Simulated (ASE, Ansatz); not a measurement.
# H11C3IN2 (P2_1/c) (68 atoms): support functions against a reference

Wanted: errors and times of a linear-scaling basis for H11C3IN2 (P2_1/c) (68 atoms). A setting counts as converged where the r.m.s. difference of forces stays under 1 % of the r.m.s. force.

Main program and level: Ansatz 0.2.0; Kohn-Sham DFT, PBE+D3(BJ), PAW (set soft_2, large core), plane waves.

Most raw output is cut from this account.

### 1. The structure

The cell holds 68 atoms: 44 H, 12 C, 4 I and 8 N. Cell: a = 5.015 Å, b = 10.147 Å, c = 14.500 Å, α = 90.0°, β = 103.6°, γ = 90.0°. It derives from H11C3IN2 (P2_1/c), repeated 1×1×1. H11C3IN2, space group P2_1/c, structure from the Crystallography Open Database, 1 x 1 x 1 conventional cells; positions as listed; bonds to H set to neutron lengths (C-H 1.089, N-H 1.015, O-H 0.983, B-H 1.19 Å) where the listed ones are shorter.

Coordinates:

```xyz
68
Lattice="5.0152 0.0000 0.0000 0.0000 10.1470 0.0000 -3.4091 0.0000 14.0939" Properties=species:S:1:pos:R:3 pbc="T T T"
H    -0.8562    9.4672    4.1412
H     4.1668    4.3937    2.9057
H     2.4622    0.6798    9.9527
H    -2.5607    5.7533   11.1882
H     3.1602   10.1353    5.2993
H     0.1504    5.0618    1.7476
H    -1.5542    0.0117    8.7946
H     1.4557    5.0852   12.3463
H    -0.4494    9.3299    5.7448
H     3.7600    4.2564    1.3021
H     2.0555    0.8171    8.3491
H    -2.1540    5.8906   12.7918
H     3.2009    3.6319    4.9115
H     0.1097    8.7054    2.1355
H    -1.5949    6.5151    9.1825
H     1.4964    1.4416   11.9584
H    -0.3989    4.4318    5.2155
H     3.7096    9.5053    1.8315
H     2.0050    5.7152    8.8785
H    -2.1035    0.6417   12.2624
H     2.6814    5.5390    6.1245
H     0.6293    0.4655    0.9224
H    -1.0753    4.6080    7.9694
H     0.9768    9.6815   13.1715
H     2.0712    5.6970    4.4772
H     1.2394    0.6235    2.5697
H    -0.4652    4.4500    9.6167
H     0.3667    9.5235   11.5242
H    -0.8386    6.9420    3.8715
H     4.1492    1.8685    3.1755
H     2.4446    3.2050   10.2225
H    -2.5431    8.2785   10.9184
H    -0.3515    6.8714    5.5644
H     3.6622    1.7979    1.4825
H     1.9576    3.2756    8.5295
H    -2.0561    8.3491   12.6114
H     2.1450    8.1969    4.4781
H     1.1656    3.1234    2.5689
H    -0.5390    1.9501    9.6159
H     0.4405    7.0236   11.5250
H     2.5497    8.0673    6.1884
H     0.7609    2.9938    0.8586
H    -0.9437    2.0797    7.9056
H     0.8452    7.1532   13.2353
C     2.9757    5.6326    5.0803
C     0.3349    0.5591    1.9667
C    -1.3696    4.5144    9.0136
C     1.2711    9.5879   12.1273
C     3.8056    6.8980    4.8944
C    -0.4949    1.8245    2.1526
C    -2.1995    3.2490    9.1995
C     2.1010    8.3225   11.9414
C     2.9702    8.1399    5.1864
C     0.3404    3.0664    1.8605
C    -1.3642    2.0071    8.9075
C     1.2657    7.0806   12.2334
I     0.2713    8.3618    8.3705
I    -0.3698    3.2883   12.7704
I     1.3348    1.7852    5.7234
I     1.9759    6.8587    1.3236
N    -1.2190    9.3739    5.0845
N     4.5297    4.3004    1.9624
N     2.8251    0.7731    9.0094
N    -2.9236    5.8466   12.1315
N     3.7553    4.4495    4.6781
N    -0.4447    9.5230    2.3689
N    -2.1493    5.6975    9.4159
N     2.0508    0.6240   11.7250
```

What the set-up can't give: The cell is under 6 Å thick along one periodic direction, so every atom has periodic images of itself close by, which move with it and show among its neighbours and in g(r). Spin–orbit coupling is left out, which matters for the levels of the heavy elements.

### 2. Plane-wave single point

The first run uses the default basis; a harder plane-wave run follows as the reference for the support functions.

File input.yaml:

```yaml
crystal:
  lattice:
    - [5.0152, 0.0, 0.0]
    - [0.0, 10.147, 0.0]
    - [-3.40914, 0.0, 14.09395]
  atoms:
    - { symbol: H, position: [0.02902, 0.933, 0.29383] }
    - { symbol: H, position: [0.97098, 0.433, 0.20617] }
    - { symbol: H, position: [0.97098, 0.067, 0.70617] }
    - { symbol: H, position: [0.02902, 0.567, 0.79383] }
    [... 58 atom lines left out ...]
    - { symbol: "N", position: [0.99784, 0.07619, 0.63924] }
    - { symbol: "N", position: [0.00216, 0.57619, 0.86076] }
    - { symbol: "N", position: [0.97442, 0.4385, 0.33192] }
    - { symbol: "N", position: [0.02558, 0.9385, 0.16808] }
    - { symbol: "N", position: [0.02558, 0.5615, 0.66808] }
    - { symbol: "N", position: [0.97442, 0.0615, 0.83192] }
kpoints:
  mp_grid: { grid: [2, 1, 1] }
hamiltonian:
  xc: pbe
  dispersion: d3bj
  pseudopotentials: { kind: paw, core: large }
scf:
  occupations: { method: fermi_dirac, width: 0.025 }
output:
  forces: true
  stress: true
  populations: intrinsic
  dos:
    method: { smearing: { sigma: 0.15 } }
    de: 0.1
    projected: { site_lists: { C: [C], H: [H], I: [I], "N": ["N"] } }
  eigenvalues: true
  write_density: true
  write_potential: true
  volumetric_format: npy
```

The run is started by

```bash
$ ansatz run input.yaml --threads 4 --pin off --max-ram 8192MiB --backend cpu --events-out ev --progress --plain --runs-dir out
```

Elapsed: 13 s, on 4 threads of Arm Neoverse V1, shared host; peak memory 1.3 GiB; 46 s of CPU time.

The program notes that potentials were chosen by core size.

Numbers from this run:

```
free energy                                      : -27473.4087 eV
free energy per atom                             : -404.0207 eV/atom
SCF cycles                                       : 10
pressure                                         : 1.892 GPa
r.m.s. force component                           : 0.5432 eV/Å
longest force                                    : 2.025 eV/Å
Fermi energy                                     : 2.741 eV
gap (highest filled to lowest empty level) : 4.471 eV
```

The r.m.s. force component of 0.54 eV/Å sets the scale for the differences below.

### 3. Plane waves at 750 eV (750 eV)

The grid of the support functions holds more waves than the default cutoff, so they are judged against a harder plane-wave run.

input.yaml, the sections that differ from step 2:

```yaml
output:
  forces: true
  eigenvalues: true
basis:
  ecutwfc: "750 eV"
# crystal, kpoints, hamiltonian, scf: as in step 2
```

It took 17 s on 4 threads; peak memory 2.8 GiB; 60 s of CPU time.

Forces differ from the reference by 6.7 meV/Å r.m.s., 1.2 % of their size, over a tolerance of 1 %; the energy by -3.4 meV/atom. This is the tighter run, so the reference isn't converged in this setting (nor is this run shown to be).

### 4. Support functions medium

The cell is solved in localised support functions. The level medium gives here a grid of 24×48×72 points and a radius of 3.41 Å. Besides, the program derives a nominal cutoff of 420 eV for this run, against the reference's 750.

This step: Kohn-Sham DFT, PBE+D3(BJ), PAW (set soft_2, large core), localised support functions (medium) (Ansatz 0.2.0).

input.yaml, as its differences from that of step 3:

```diff
@@ -15,2 +15,4 @@
   occupations: { method: fermi_dirac, width: 0.025 }
+  eigensolver: { kind: { support_functions: { accuracy: medium } } }
+  max_iter: 150
 output:
@@ -18,3 +20 @@
   eigenvalues: true
-basis:
-  ecutwfc: "750 eV"
```

The job ended after 54 s (4 threads; peak memory 1.3 GiB; 3.4 min of CPU time).

The program notes that the band table was not solved further than the SCF left it and it switched symmetry off.

Keys that differ from the reference: basis.ecutwfc removed, support_functions.accuracy = "medium" and scf.max_iter = 150.

Forces differ from the reference by 0.92 meV/Å r.m.s., 0.17 % of their size, well within a tolerance of 1 %; the energy by -0.35 meV/atom. It took 3.2 times the reference's time (shared host, so rough).

### 5. Support functions low

The level low is asked for. Here it resolves to the same grid and radius as in the run with support functions medium, so the basis is not new. Besides, the program derives a nominal cutoff of 420 eV for this run, against the reference's 750.

This step: Kohn-Sham DFT, PBE+D3(BJ), PAW (set soft_2, large core), localised support functions (low) (Ansatz 0.2.0).

input.yaml, as its differences from that of step 4:

```diff
@@ -15,3 +15,3 @@
   occupations: { method: fermi_dirac, width: 0.025 }
-  eigensolver: { kind: { support_functions: { accuracy: medium } } }
+  eigensolver: { kind: { support_functions: { accuracy: low } } }
   max_iter: 150
```

Run time: 49 s. Hardware: 4 threads; peak memory 1.3 GiB.

Keys that differ from the reference: basis.ecutwfc removed, support_functions.accuracy = "low" and scf.max_iter = 150.

Forces differ from the reference by 0.95 meV/Å r.m.s., 0.18 % of their size, well within a tolerance of 1 %; the energy by -0.35 meV/atom. It took 2.9 times the reference's time (shared host, so rough).

### 6. Support functions high

The cell is solved in localised support functions. The level high gives here a grid of 36×72×90 points and a radius of 4.08 Å. Besides, the program derives a nominal cutoff of 420 eV for this run, against the reference's 750.

This step: Kohn-Sham DFT, PBE+D3(BJ), PAW (set soft_2, large core), localised support functions (high) (Ansatz 0.2.0).

input.yaml, as its differences from that of step 5:

```diff
@@ -15,3 +15,3 @@
   occupations: { method: fermi_dirac, width: 0.025 }
-  eigensolver: { kind: { support_functions: { accuracy: low } } }
+  eigensolver: { kind: { support_functions: { accuracy: high } } }
   max_iter: 150
```

Elapsed: 2.9 min, on 4 threads; peak memory 3.3 GiB.

Keys that differ from the reference: basis.ecutwfc removed, support_functions.accuracy = "high" and scf.max_iter = 150.

Forces differ from the reference by 0.65 meV/Å r.m.s., 0.12 % of their size, well within a tolerance of 1 %; the energy by -0.37 meV/atom. It took 10 times the reference's time (shared host, so rough).

### 7. Support functions medium, radius 3.31 Å

The radius confines each support function; a larger one gives more freedom and more work per atom. Besides, the program derives a nominal cutoff of 420 eV for this run, against the reference's 750.

This step: Kohn-Sham DFT, PBE+D3(BJ), PAW (set soft_2, large core), localised support functions (medium) (Ansatz 0.2.0).

input.yaml, as its differences from that of step 6:

```diff
@@ -15,3 +15,3 @@
   occupations: { method: fermi_dirac, width: 0.025 }
-  eigensolver: { kind: { support_functions: { accuracy: high } } }
+  eigensolver: { kind: { support_functions: { accuracy: medium, radius: 3.31 } } }
   max_iter: 150
```

Elapsed: 46 s, on 4 threads; peak memory 1.2 GiB.

Keys that differ from the reference: basis.ecutwfc removed, support_functions.accuracy = "medium", support_functions.radius = 3.31 and scf.max_iter = 150.

Forces differ from the reference by 1.2 meV/Å r.m.s., 0.23 % of their size, well within a tolerance of 1 %; the energy by -0.35 meV/atom. It took 2.7 times the reference's time (shared host, so rough).

### 8. Support functions medium, radius 3.58 Å

input.yaml, the sections that differ from step 7:

```yaml
scf:
  occupations: { method: fermi_dirac, width: 0.025 }
  eigensolver: { kind: { support_functions: { accuracy: medium, radius: 3.58 } } }
  max_iter: 150
# crystal, kpoints, hamiltonian, output: as in step 7
```

Elapsed: 52 s, on 4 threads; peak memory 1.4 GiB.

Keys that differ from the reference: basis.ecutwfc removed, support_functions.accuracy = "medium", support_functions.radius = 3.58 and scf.max_iter = 150.

Forces differ from the reference by 0.81 meV/Å r.m.s., 0.15 % of their size, well within a tolerance of 1 %; the energy by -0.35 meV/atom. It took 3.1 times the reference's time (shared host, so rough).

### 9. Support functions medium, radius 3.82 Å

input.yaml, the sections that differ from step 8:

```yaml
scf:
  occupations: { method: fermi_dirac, width: 0.025 }
  eigensolver: { kind: { support_functions: { accuracy: medium, radius: 3.82 } } }
  max_iter: 150
# crystal, kpoints, hamiltonian, output: as in step 8
```

Wall time 57 s (4 threads); peak memory 1.5 GiB.

Keys that differ from the reference: basis.ecutwfc removed, support_functions.accuracy = "medium", support_functions.radius = 3.82 and scf.max_iter = 150.

Forces differ from the reference by 0.78 meV/Å r.m.s., 0.14 % of their size, well within a tolerance of 1 %; the energy by -0.35 meV/atom. It took 3.4 times the reference's time (shared host, so rough).

### 10. Support functions medium, radius 4.09 Å

input.yaml, the sections that differ from step 9:

```yaml
scf:
  occupations: { method: fermi_dirac, width: 0.025 }
  eigensolver: { kind: { support_functions: { accuracy: medium, radius: 4.09 } } }
  max_iter: 150
# crystal, kpoints, hamiltonian, output: as in step 9
```

Wall time 69 s (4 threads); peak memory 1.7 GiB.

Keys that differ from the reference: basis.ecutwfc removed, support_functions.accuracy = "medium", support_functions.radius = 4.09 and scf.max_iter = 150.

Forces differ from the reference by 0.64 meV/Å r.m.s., 0.12 % of their size, well within a tolerance of 1 %; the energy by -0.35 meV/atom. It took 4.1 times the reference's time (shared host, so rough).

### 11. Support functions medium, radius 4.6 Å

input.yaml, the sections that differ from step 10:

```yaml
scf:
  occupations: { method: fermi_dirac, width: 0.025 }
  eigensolver: { kind: { support_functions: { accuracy: medium, radius: 4.6 } } }
  max_iter: 150
# crystal, kpoints, hamiltonian, output: as in step 10
```

The job ended after 95 s (4 threads; peak memory 2.2 GiB).

Keys that differ from the reference: basis.ecutwfc removed, support_functions.accuracy = "medium", support_functions.radius = 4.6 and scf.max_iter = 150.

Forces differ from the reference by 0.63 meV/Å r.m.s., 0.12 % of their size, well within a tolerance of 1 %; the energy by -0.35 meV/atom. It took 5.7 times the reference's time (shared host, so rough).

### 12. Support functions medium, radius 5.12 Å

input.yaml, the sections that differ from step 11:

```yaml
scf:
  occupations: { method: fermi_dirac, width: 0.025 }
  eigensolver: { kind: { support_functions: { accuracy: medium, radius: 5.12 } } }
  max_iter: 150
# crystal, kpoints, hamiltonian, output: as in step 11
```

Run time: 2.3 min. Hardware: 4 threads; peak memory 2.7 GiB; 9.1 min of CPU time.

Keys that differ from the reference: basis.ecutwfc removed, support_functions.accuracy = "medium", support_functions.radius = 5.12 and scf.max_iter = 150.

Forces differ from the reference by 0.69 meV/Å r.m.s., 0.13 % of their size, well within a tolerance of 1 %; the energy by -0.35 meV/atom. It took 8.3 times the reference's time (shared host, so rough).

### 13. The ladder side by side

Differences are against the plane-wave reference (Kohn-Sham DFT, PBE+D3(BJ), PAW (set soft_2, large core), plane waves), whose r.m.s. force component is 0.543 eV/Å. Energies are set beside the reference only for runs with its functional, potentials and electron count. Times are for 4 threads of Arm Neoverse V1, shared host. The reference's time includes the DOS, the stress and grids, which some other runs skip.

```tsv
run	Δ force, r.m.s. (meV/Å)	share of r.m.s. force (%)	Δ energy (meV/atom)	Δ gap (eV)	cycles	time	host memory (GiB)
reference	-	-	-	-	10	13 s	1.3
plane waves at 750 eV (750 eV)	6.70	1.23	-3.39	-1.0e-4	10	17 s	2.8
```

### 14. The ladder side by side

Differences are against the run with plane waves at 750 eV (Kohn-Sham DFT, PBE+D3(BJ), PAW (set soft_2, large core), plane waves), whose r.m.s. force component is 0.538 eV/Å. Energies are set beside the reference only for runs with its functional, potentials and electron count. Times are for 4 threads of Arm Neoverse V1, shared host.

```tsv
run	Δ force, r.m.s. (meV/Å)	share of r.m.s. force (%)	Δ energy (meV/atom)	Δ gap (eV)	cycles	time	host memory (GiB)
reference	-	-	-	-	10	17 s	2.8
support functions medium	0.916	0.170	-0.350	3.0e-4	13	54 s	1.3
support functions low	0.955	0.177	-0.350	4.0e-4	11	49 s	1.3
support functions high	0.652	0.121	-0.373	0	14	2.9 min	3.3
support functions medium, radius 3.31 Å	1.24	0.230	-0.350	6.0e-4	11	46 s	1.2
support functions medium, radius 3.58 Å	0.815	0.151	-0.350	2.0e-4	11	52 s	1.4
support functions medium, radius 3.82 Å	0.775	0.144	-0.350	1.0e-4	11	57 s	1.5
support functions medium, radius 4.09 Å	0.641	0.119	-0.350	1.0e-4	11	69 s	1.7
support functions medium, radius 4.6 Å	0.628	0.117	-0.350	0	11	95 s	2.2
support functions medium, radius 5.12 Å	0.686	0.127	-0.350	-4.0e-4	11	2.3 min	2.7
```

(Part 1 of 2 ends here.)

[Logs are printed without paths, hosts, clocks, repeated set-up lines and the standing remarks that a program may print on its own settings, such as how far it seeks lower states.]

[Hosts, paths, dates, database ids (printed as entryN), source tags and the programs' standing remarks are cut or masked in the printed files.]
